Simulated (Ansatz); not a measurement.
# TiOs (Pm-3m): phonons and vibrational spectra

Wanted: phonon frequencies of TiOs (Pm-3m) and what follows from them.

Calculated with Ansatz 0.2.0; DFT PBEsol, scalar-relativistic, plane waves, PAW; PAW set soft_1.

## 1. The starting structure

The structure is cubic, space group Pm-3m (No. 221). The conventional cell has a = 3.080 Å, b = 3.080 Å, c = 3.080 Å, α = 90.00°, β = 90.00°, γ = 90.00°. Nearest to Ti lie 8 Os at 2.67 Å. Os has 8 Ti at 2.67 Å nearest. Farther neighbours are not listed.

## 2. Relaxation

Harmonic phonons are second derivatives at a point where the forces vanish, and they are wanted at zero stress, so atoms and cell are relaxed first.

File input.yaml:

```yaml
crystal:
  lattice:
    - [3.08, 0.0, 0.0]
    - [0.0, 3.08, 0.0]
    - [0.0, 0.0, 3.08]
  atoms:
    - { symbol: Ti, position: [0.5, 0.5, 0.5] }
    - { symbol: Os, position: [0.0, 0.0, 0.0] }
kpoints:
  mp_grid: { grid: [14, 14, 14] }
hamiltonian:
  xc: pbesol
  pseudopotentials: { kind: paw, azcp: { folder: soft_1 }, xc_functional: pbe }
scf:
  occupations: { method: gaussian, width: 0.1 }
output:
  forces: true
  stress: true
  eigenvalues: true
  write_density: true
  write_potential: true
  elf: true
  volumetric_format: npy
relax:
  adjacent_minimum: "off"
  f_tol: 0.005
  max_steps: 80
  cell: { stress_tol: 0.05 }
```

Command:

```bash
$ ansatz run input.yaml --threads 4 --pin off --max-ram 10240MiB --backend cpu --events-out ev --progress --plain --runs-dir out
```

Numbers of over 12 decimals in the logs are rounded to 6 here.

The program printed:

```text
Engine: ansatz 0.2.0, aarch64-unknown-linux-gnu
Pseudopotentials: kind: paw
Pseudopotential: Ti, paw, valence charge 12, recommended cutoff 420 eV (normal), soft_1/Ti.paw.azcp
Pseudopotential: Os, paw, valence charge 16, recommended cutoff 420 eV (normal), soft_1/Os.paw.azcp
Functional definition: PBEsol
  exchange = pbesol_x
  correlation = pbesol_c
Crystal: 2 atoms, lattice volume = 29.218 Å³
Basis set: ecut = 420 eV, 587 PW (Γ), exchange–correlation on 48×48×48 points (8 copies of the dense FFT grid, shifted against one another)
Bands: 18, of which v1, the nominal top of the filled ones, is band 14 counted from 1 (13 counted from 0)
Symmetry: 48 space group operations
Space group: Pm-3m (ITA 221), of the structure as read, at distance tolerance 3.1e-5 Å
k-points: 120 of 2744
Non-local potential: Ti, projectors of the file, l = 0: 3, l = 1: 2, l = 2: 3, l = 3: 1
Non-local potential: Os, projectors of the file, l = 0: 3, l = 1: 2, l = 2: 2, l = 3: 1
PAW form: soft (Blöchl's): semilocal exchange-correlation on the pseudo side does not see the compensation charge
PAW frozen core: Ti, regenerated for the run's functional, and the local potential with it (the file was generated under x = pbe(κ = 0.804, μ = 0.219515), c = pbe(β = 0.066725))
PAW frozen core: Os, regenerated for the run's functional, and the local potential with it (the file was generated under x = pbe(κ = 0.804, μ = 0.219515), c = pbe(β = 0.066725))
PAW one-centre angular grid: Ti, 590 points (default); XC on 64 Gauss nodes
PAW one-centre angular grid: Os, 590 points (default); XC on 64 Gauss nodes
Initial density: superposition of atomic densities (chi_scale 0.1, normalization cell, long waves kept (reshape's long-wave potential 0.00 eV rms))
Initial wavefunctions: pseudopotential atomic-orbital guess
Functional: x = pbesol(κ = 0.804, μ = 0.123457), c = pbesol(β = 0.046)
SCF iter   1: F=—  HF=-13728.757512 eV  |F-HF|=—  |Δ(HF+E_count)|=         —  Δρ=1.29e-1  dr2=7.56e0  ethr=3.10e-3  ⟨swp⟩=3.8  Hψ=8472  notcnv=0
preconditioner: auto → none  [metal: Δε(μ)=0.036 eV  Ē_g=4.883 eV  σ=0.100 eV  W_gap=0.20  n_scr=6 (ndim 8)  ℏωp=23.8 eV  f_vac=0.000  D(μ)=0.61/eV (n_scr^D=0)  sad-step TF]
SCF iter   2: F=—  HF=-13728.132288 eV  |F-HF|=—  |Δ(HF+E_count)|=   6.25e-1  Δρ=9.26e-2  dr2=4.13e0  ethr=3.10e-3  ⟨swp⟩=2.3  Hψ=4126  notcnv=0  defer=1
SCF iter   3: F=—  HF=-13727.647901 eV  |F-HF|=—  |Δ(HF+E_count)|=   4.84e-1  Δρ=1.36e-2  dr2=8.45e-2  ethr=3.10e-3  ⟨swp⟩=2.2  Hψ=3447  notcnv=0  defer=1
SCF iter   4: F=—  HF=-13727.633617 eV  |F-HF|=—  |Δ(HF+E_count)|=   1.43e-2  Δρ=3.20e-3  dr2=1.92e-3  ethr=3.02e-4  ⟨swp⟩=2.2  Hψ=3931  notcnv=0  defer=1
SCF iter   5: F=—  HF=-13727.633270 eV  |F-HF|=—  |Δ(HF+E_count)|=   3.48e-4  Δρ=4.66e-4  dr2=5.81e-5  ethr=6.85e-6  ⟨swp⟩=2.4  Hψ=3183  notcnv=0  defer=1
SCF iter   6: F=—  HF=-13727.633281 eV  |F-HF|=—  |Δ(HF+E_count)|=   1.17e-5  Δρ=4.93e-5  dr2=7.21e-7  ethr=2.07e-7  ⟨swp⟩=2.4  Hψ=3053  notcnv=0  defer=1
SCF iter   7: F=-13727.633281 eV  HF=-13727.633281 eV  |F-HF|=3.67e-9  |Δ(HF+E_count)|=   1.42e-7  Δρ=4.94e-6  dr2=4.85e-9  ethr=3.57e-10  ⟨swp⟩=8.2  Hψ=13523  notcnv=0
SCF 1 converged in 7 iterations: F = -13727.633281 eV  dr2 = 4.85e-9
  greatest PAW one-centre occupation: 1.000 electrons in one spin orbital (limit 2), on the Os atom at site 1 (counted from 0), in its partial waves of l = 0
relax step   1: F+E_penalty+E_count = -13727.63328117 eV  Δ(F+E_penalty+E_count) = +0.000e0 eV  max|allowed force component| = 1.735e-29 eV/Å  Δτ_max = 0.0000 Å  P = -4.512 GPa  Ω = 29.218 Å³  (7 SCF iters, dr2 threshold 1.00e-7 eV, accepted)
Crystal: 2 atoms, lattice volume = 28.090 Å³
Basis set: ecut = 420 eV, 515 PW (Γ), exchange–correlation on 48×48×48 points (8 copies of the dense FFT grid, shifted against one another)
Initial density: handed on by an earlier stage of this run
Initial wavefunctions: those handed on with the density
iter 1 solved again at ethr=5.33e-5 eV; its pass at ethr=3.10e-3 eV (dr2=1.49e-2 eV) is discarded
SCF iter   1: F=—  HF=-13727.630956 eV  |F-HF|=—  |Δ(HF+E_count)|=         —  Δρ=5.82e-3  dr2=1.50e-2  ethr=5.33e-5  ⟨swp⟩=1.0  Hψ=12122  notcnv=0
preconditioner: auto → none  [metal: Δε(μ)=0.032 eV  Ē_g=5.143 eV  σ=0.100 eV  W_gap=0.18  n_scr=6 (ndim 8)  ℏωp=24.3 eV  f_vac=0.000  D(μ)=0.46/eV (n_scr^D=0)]
SCF iter   2: F=—  HF=-13727.629699 eV  |F-HF|=—  |Δ(HF+E_count)|=   1.26e-3  Δρ=2.30e-3  dr2=2.11e-3  ethr=5.33e-5  ⟨swp⟩=1.5  Hψ=2219  notcnv=0
SCF iter   3: F=—  HF=-13727.629562 eV  |F-HF|=—  |Δ(HF+E_count)|=   1.37e-4  Δρ=2.81e-4  dr2=2.90e-5  ethr=7.55e-6  ⟨swp⟩=2.0  Hψ=2387  notcnv=0
SCF iter   4: F=—  HF=-13727.629577 eV  |F-HF|=—  |Δ(HF+E_count)|=   1.53e-5  Δρ=6.12e-5  dr2=4.73e-7  ethr=1.04e-7  ⟨swp⟩=2.0  Hψ=2787  notcnv=0
iter 5 did not close the SCF: its close was put off for the readings that it lacked (scf_convergence_deferred on its scf_iter line)
SCF iter   5: F=-13727.629578 eV  HF=-13727.629578 eV  |F-HF|=6.56e-9  |Δ(HF+E_count)|=   1.85e-7  Δρ=6.09e-6  dr2=7.53e-9  ethr=1.69e-9  ⟨swp⟩=2.0  Hψ=3440  notcnv=0
SCF iter   6: F=-13727.629578 eV  HF=-13727.629578 eV  |F-HF|=1.13e-10  |Δ(HF+E_count)|=   2.59e-9  Δρ=6.54e-7  dr2=1.26e-10  ethr=2.69e-11  ⟨swp⟩=4.3  Hψ=11334  notcnv=0
SCF 2 converged in 6 iterations: F = -13727.629578 eV  dr2 = 1.26e-10
relax step   2: F+E_penalty+E_count = -13727.62957759 eV  Δ(F+E_penalty+E_count) = +3.704e-3 eV  max|allowed force component| = 1.394e-29 eV/Å  Δτ_max = 0.0000 Å  P = +6.088 GPa  Ω = 28.090 Å³  energy of the carried Pulay correction = +5.503e-4 eV  (6 SCF iters, dr2 threshold 2.00e-7 eV, rejected (line search))
Crystal: 2 atoms, lattice volume = 28.727 Å³
iter 1 solved again at ethr=1.90e-5 eV; its pass at ethr=3.10e-3 eV (dr2=5.33e-3 eV) is discarded
SCF iter   1: F=—  HF=-13727.641274 eV  |F-HF|=—  |Δ(HF+E_count)|=         —  Δρ=3.42e-3  dr2=5.39e-3  ethr=1.90e-5  ⟨swp⟩=1.0  Hψ=12189  notcnv=0
preconditioner: auto → none  [metal: Δε(μ)=0.030 eV  Ē_g=5.047 eV  σ=0.100 eV  W_gap=0.17  n_scr=6 (ndim 8)  ℏωp=24.0 eV  f_vac=0.000  D(μ)=0.41/eV (n_scr^D=0)]
SCF iter   2: F=—  HF=-13727.640825 eV  |F-HF|=—  |Δ(HF+E_count)|=   4.48e-4  Δρ=1.33e-3  dr2=7.27e-4  ethr=1.90e-5  ⟨swp⟩=1.5  Hψ=2220  notcnv=0
SCF iter   3: F=—  HF=-13727.640776 eV  |F-HF|=—  |Δ(HF+E_count)|=   4.96e-5  Δρ=1.58e-4  dr2=8.81e-6  ethr=2.60e-6  ⟨swp⟩=2.0  Hψ=2391  notcnv=0
SCF iter   4: F=—  HF=-13727.640792 eV  |F-HF|=—  |Δ(HF+E_count)|=   1.68e-5  Δρ=3.70e-5  dr2=1.73e-7  ethr=3.15e-8  ⟨swp⟩=2.1  Hψ=2971  notcnv=0
SCF iter   5: F=—  HF=-13727.640794 eV  |F-HF|=—  |Δ(HF+E_count)|=   1.20e-6  Δρ=3.35e-6  dr2=2.26e-9  ethr=6.17e-10  ⟨swp⟩=2.4  Hψ=3248  notcnv=0
SCF iter   6: F=-13727.640794 eV  HF=-13727.640794 eV  |F-HF|=3.64e-12  |Δ(HF+E_count)|=  6.66e-10  Δρ=2.73e-7  dr2=1.48e-11  ethr=1.00e-12  ⟨swp⟩=4.0  Hψ=10987  notcnv=0
SCF 3 converged in 6 iterations: F = -13727.640794 eV  dr2 = 1.48e-11
relax step   3: F+E_penalty+E_count = -13727.64079369 eV  Δ(F+E_penalty+E_count) = -7.513e-3 eV  max|allowed force component| = 4.667e-30 eV/Å  Δτ_max = 0.0000 Å  P = -0.168 GPa  Ω = 28.727 Å³  energy of the carried Pulay correction = +2.369e-4 eV  (6 SCF iters, accepted)
[...]
relax step   4: F+E_penalty+E_count = -13727.64081192 eV  Δ(F+E_penalty+E_count) = -1.823e-5 eV  max|allowed force component| = 5.325e-30 eV/Å  Δτ_max = 0.0000 Å  P = -0.001 GPa  Ω = 28.709 Å³  energy of the carried Pulay correction = +2.457e-4 eV  (6 SCF iters, accepted)
Initial wavefunctions: pseudopotential atomic-orbital guess (no wavefunctions were taken with the density)
iter 1 solved again at ethr=2.96e-9 eV; its pass at ethr=3.10e-3 eV (dr2=8.29e-7 eV) is discarded
SCF iter   1: F=—  HF=-13727.640555 eV  |F-HF|=—  |Δ(HF+E_count)|=         —  Δρ=3.58e-5  dr2=6.83e-8  ethr=2.96e-9  ⟨swp⟩=3.3  Hψ=15652  notcnv=0
SCF iter   2: F=—  HF=-13727.640567 eV  |F-HF|=—  |Δ(HF+E_count)|=   1.24e-5  Δρ=1.71e-5  dr2=1.28e-8  ethr=2.44e-10  ⟨swp⟩=2.0  Hψ=3759  notcnv=0
SCF iter   3: F=—  HF=-13727.640567 eV  |F-HF|=—  |Δ(HF+E_count)|=   9.27e-9  Δρ=2.86e-6  dr2=7.75e-10  ethr=4.57e-11  ⟨swp⟩=2.1  Hψ=3698  notcnv=0
SCF iter   4: F=—  HF=-13727.640567 eV  |F-HF|=—  |Δ(HF+E_count)|=  2.49e-10  Δρ=5.20e-7  dr2=2.80e-11  ethr=2.77e-12  ⟨swp⟩=2.0  Hψ=3778  notcnv=0
iter 5 did not close the SCF: its close was put off for the readings that it lacked (scf_convergence_deferred on its scf_iter line)
SCF iter   5: F=-13727.640567 eV  HF=-13727.640567 eV  |F-HF|=3.64e-12  |Δ(HF+E_count)|=  5.46e-12  Δρ=5.10e-8  dr2=5.74e-13  ethr=1.00e-12  ⟨swp⟩=1.0  Hψ=2160  notcnv=0
iter 6 did not close the SCF: its close was put off for the readings that it lacked (scf_convergence_deferred on its scf_iter line)
SCF iter   6: F=-13727.640567 eV  HF=-13727.640567 eV  |F-HF|=3.64e-12  |Δ(HF+E_count)|=  3.64e-12  Δρ=4.06e-9  dr2=1.56e-15  ethr=1.00e-12  ⟨swp⟩=1.0  Hψ=2160  notcnv=0
iter 7 did not close the SCF: its close was put off for the readings that it lacked (scf_convergence_deferred on its scf_iter line)
SCF iter   7: F=-13727.640567 eV  HF=-13727.640567 eV  |F-HF|=5.46e-12  |Δ(HF+E_count)|=  3.64e-12  Δρ=8.03e-10  dr2=1.38e-16  ethr=1.00e-12  ⟨swp⟩=1.0  Hψ=2160  notcnv=0
iter 8 did not close the SCF: its close was put off for the readings that it lacked (scf_convergence_deferred on its scf_iter line)
SCF iter   8: F=-13727.640567 eV  HF=-13727.640567 eV  |F-HF|=3.64e-12  |Δ(HF+E_count)|=  7.28e-12  Δρ=1.78e-10  dr2=6.59e-18  ethr=1.00e-12  ⟨swp⟩=1.0  Hψ=2160  notcnv=0
SCF iter   9: F=-13727.640567 eV  HF=-13727.640567 eV  |F-HF|=1.82e-12  |Δ(HF+E_count)|=  1.82e-12  Δρ=2.31e-11  dr2=1.43e-19  ethr=1.00e-12  ⟨swp⟩=1.0  Hψ=4800  notcnv=0
SCF 5 converged in 9 iterations: F = -13727.640567 eV  dr2 = 1.43e-19
relax step   5: F+E_penalty+E_count = -13727.64056743 eV  Δ(F+E_penalty+E_count) = +2.445e-4 eV  max|allowed force component| = 4.667e-30 eV/Å  Δτ_max = 0.0000 Å  P = +0.006 GPa  Ω = 28.709 Å³  stress off target by 5.96e-3 GPa  SCF on the basis re-selected at this cell (its energy is not comparable with the rows above)  (9 SCF iters)
basis re-selected at this cell: Δ(F+E_penalty+E_count) = +2.445e-4 eV, ΔP = +0.007 GPa vs the last step (what re-selecting the basis moved, of the pressure what is left beyond the Pulay correction that the steps carried, after the strain that the cell walked since its last selection, with what the two solves' SCF thresholds leave and, on support functions, any second-order correction that the steps lacked; it is no m [...]
SCF converged after 9 iterations
Free energy (F): -13727.640567 eV
Harris-Foulkes:  -13727.640567 eV  (|F-HF|=1.82e-12)
Internal energy: -13727.638440 eV  (E = F + TS)
E sigma→0 (E₀):  -13727.639504 eV
Entropy (-TS):   -0.002128 eV (-1.064 meV/atom)
Fermi energy:    20.540302 eV
--- Per-component energies (eV) ---
  E_band       = -218.388849
  E_kinetic    = 773.987407
  E_local      = -1743.583389  (includes V_loc(G=0)·N_el)
  E_nonlocal   = 261.364050
  E_hartree    = 653.932454
  E_xc         = -349.059440
  E_vxc        = -392.620130  (∫ρ·V_xc dr)
  E_paw        = -9931.997420  (= ΣΔE_a)
  E_vpaw       = -425.402080  (= ΣTr[D̂ρ^β])
  E_aug_tail   = 0.000383  (compensation charges beyond the density's cutoff)
  E_ewald      = -3392.669867
  E_core_change = 0.387382  (= ΣΔE_core)
  E_smearing   = -0.002128  (= −TS)
  E_closure    = -0.000000  (closes the sum)
  Σ components = -13727.640567   (vs F -13727.640567, Δ=0.00e0)
--- Forces (eV/Å), atoms counted from 1 ---
  atom   1  Ti    -0.00000000    -0.00000000     0.00000000
  atom   2  Os     0.00000000    -0.00000000     0.00000000
  max |Σ_I F_I| component: 9.60e-30 eV/Å
--- Stress (GPa, compression-positive) ---
        0.005961      -0.000000       0.000000
       -0.000000       0.005961      -0.000000
        0.000000      -0.000000       0.005961
  P = ⅓ Tr σ = 0.0060 GPa (0.060 kbar)
--- Band table (eV; the first three rows and the last of 120) ---
  k-point 0: bands = [... 10 lower, 15.1286, 19.1971, 19.1971, 19.1971, 22.4435, 22.4435, 24.3442, 24.3442]
  k-point 1: bands = [... 10 lower, 15.2167, 19.1758, 19.1758, 19.2395, 22.3251, 22.4853, 24.0837, 24.0837]
  k-point 2: bands = [... 10 lower, 15.4692, 19.1190, 19.1190, 19.3643, 21.9889, 22.6016, 23.4786, 23.4786]
  k-point 119: bands = [... 10 lower, 16.8202, 18.9625, 18.9625, 18.9625, 21.9304, 21.9304, 23.6420, 23.6420]
--- Relaxed structure (4 steps of the walk, 3 accepted, 1 SCFs on fresh bases) ---
  F+E_penalty+E_count = -13727.64056743 eV   max|allowed force component| = 4.667e-30 eV/Å   (the final SCF, on the basis selected at the relaxed cell)
  cell:  # Å, volume = 28.7088 Å³
    - [3.062000, 0, 0]
    - [0, 3.062000, 0.0]
    - [0.0, 0.0, 3.062000]
  atoms:
    - { symbol: Ti, position: [0.5, 0.5, 0.5] }
    - { symbol: Os, position: [0, 0, 0] }
```

It took 5.8 s on 4 threads of Arm Neoverse V2, shared host; peak memory 0.38 GiB; 21 s of CPU time.

The steps of the relaxation:

| step | energy less that of the first step (eV) | largest force component (eV/Å) | pressure (GPa) | volume (Å³) |
| --- | --- | --- | --- | --- |
| 1 | 0.0000 | 0.0000 | -4.51 | 29.22 |
| 2 | 0.0037 | 0.0000 | 6.09 | 28.09 |
| 3 | -0.0075 | 0.0000 | -0.17 | 28.73 |
| 4 | -0.0075 | 0.0000 | 0.00 | 28.71 |
| 5* | -0.0073 | 0.0000 | 0.01 | 28.71 |

Relaxation steps marked * repeat the geometry before them on a plane-wave basis chosen anew for their cell, so energy and pressure can jump there. Relaxation step 2 was tried and not accepted.

The run keeps the 48 symmetry operations that it works with, so distortions that break them were not tested.

| conventional cell, symmetrised | before | after | change |
| --- | --- | --- | --- |
| a (Å) | 3.080 | 3.062 | -0.6 % |
| b (Å) | 3.080 | 3.062 | -0.6 % |
| c (Å) | 3.080 | 3.062 | -0.6 % |
| volume (Å³/atom) | 14.61 | 14.35 | -1.7 % |

The relaxed structure:

```
Ti Os
1.0
     3.06200    0.00000    0.00000
     0.00000    3.06200    0.00000
     0.00000    0.00000    3.06200
Ti Os
1 1
Direct
  0.50000 0.50000 0.50000
  0.00000 0.00000 0.00000
```

This step gave:

```
pressure          : 0.005961 GPa
volume per atom   : 14.35 Å³
gap on the k-mesh : 0 eV
```

Valence density in the ac plane at fractional y = 0.000, with atoms of Os within 0.2 Å of it. It is the smooth field of the valence electrons, not physical close to the nuclei.

Values in e/Å³, 16 rows by 16 columns:
```
8.4 8.1 6.7 4.2 1.9 0.7 0.4 0.3 0.3 0.3 0.4 0.7 1.9 4.2 6.7 8.1
7.0 6.7 5.3 3.2 1.4 0.6 0.4 0.3 0.3 0.3 0.4 0.6 1.4 3.2 5.3 6.7
4.5 4.2 3.2 1.9 0.9 0.5 0.4 0.3 0.3 0.3 0.4 0.5 0.9 1.9 3.2 4.2
2.0 1.9 1.4 0.9 0.6 0.4 0.3 0.3 0.3 0.3 0.3 0.4 0.6 0.9 1.4 1.9
0.8 0.7 0.6 0.5 0.4 0.3 0.3 0.2 0.2 0.2 0.3 0.3 0.4 0.5 0.6 0.7
0.5 0.4 0.4 0.4 0.3 0.3 0.2 0.2 0.2 0.2 0.2 0.3 0.3 0.4 0.4 0.4
0.3 0.3 0.3 0.3 0.3 0.2 0.2 0.2 0.2 0.2 0.2 0.2 0.3 0.3 0.3 0.3
0.3 0.3 0.3 0.3 0.3 0.2 0.2 0.2 0.2 0.2 0.2 0.2 0.3 0.3 0.3 0.3
0.3 0.3 0.3 0.3 0.3 0.2 0.2 0.2 0.2 0.2 0.2 0.2 0.3 0.3 0.3 0.3
0.5 0.4 0.4 0.4 0.3 0.3 0.2 0.2 0.2 0.2 0.2 0.3 0.3 0.4 0.4 0.4
0.8 0.7 0.6 0.5 0.4 0.3 0.3 0.2 0.2 0.2 0.3 0.3 0.4 0.5 0.6 0.7
2.0 1.9 1.4 0.9 0.6 0.4 0.3 0.3 0.3 0.3 0.3 0.4 0.6 0.9 1.4 1.9
4.5 4.2 3.2 1.9 0.9 0.5 0.4 0.3 0.3 0.3 0.4 0.5 0.9 1.9 3.2 4.2
7.0 6.7 5.3 3.2 1.4 0.6 0.4 0.3 0.3 0.3 0.4 0.6 1.4 3.2 5.3 6.7
8.4 8.1 6.7 4.2 1.9 0.7 0.4 0.3 0.3 0.3 0.4 0.7 1.9 4.2 6.7 8.1
8.7 8.4 7.0 4.5 2.0 0.8 0.5 0.3 0.3 0.3 0.5 0.8 2.0 4.5 7.0 8.4
```
Columns run along a (3.1 Å), rows up along c (3.1 Å). Atoms in or near the plane, at fractional coordinates: Os at (0.00, 0.00).

ELF in the ac plane at fractional y = 0.000, with atoms of Os within 0.2 Å of it. It is the smooth field of the valence electrons, not physical close to the nuclei.

Ten even steps from '0' (0.22) to '9' (0.62):
```
6798300363003897
8998411464114899
7886323565323688
3343234565432343
0012344444443210
0013444333444310
3345543212345543
6666643101346666
3345543212345543
0013444333444310
0012344444443210
3343234565432343
7886323565323688
8998411464114899
6798300363003897
4687300363003786
```
Columns run along a (3.1 Å), rows up along c (3.1 Å). Atoms in or near the plane, at fractional coordinates: Os at (0.00, 0.00).

Electrostatic potential energy in the ac plane at fractional y = 0.000, with atoms of Os within 0.2 Å of it. With pseudopotentials it is smooth inside the atoms' cores, unlike the true potential.

Ten even steps from '0' (-61 eV) to '9' (22 eV):
```
0002579999975200
0023689999986320
2235799999997532
4567899999998765
7789999999999987
9999999999999999
9999999999999999
9999999999999999
9999999999999999
9999999999999999
7789999999999987
4567899999998765
2235799999997532
0023689999986320
0002579999975200
0002479999974200
```
Columns run along a (3.1 Å; values clipped at the 3rd and 97th percentile), rows up along c (3.1 Å). Atoms in or near the plane, at fractional coordinates: Os at (0.00, 0.00).

In this step the volume went from 14.61 to 14.35 Å³/atom.

(Part 1 of 3 ends here.)

[Logs are printed without paths, hosts, clocks, repeated set-up lines and the standing remarks that a program may print on its own settings, such as how far it seeks lower states.]

[Hosts, paths, dates, database ids (printed as entryN), source tags and the programs' standing remarks are cut or masked in the printed files.]
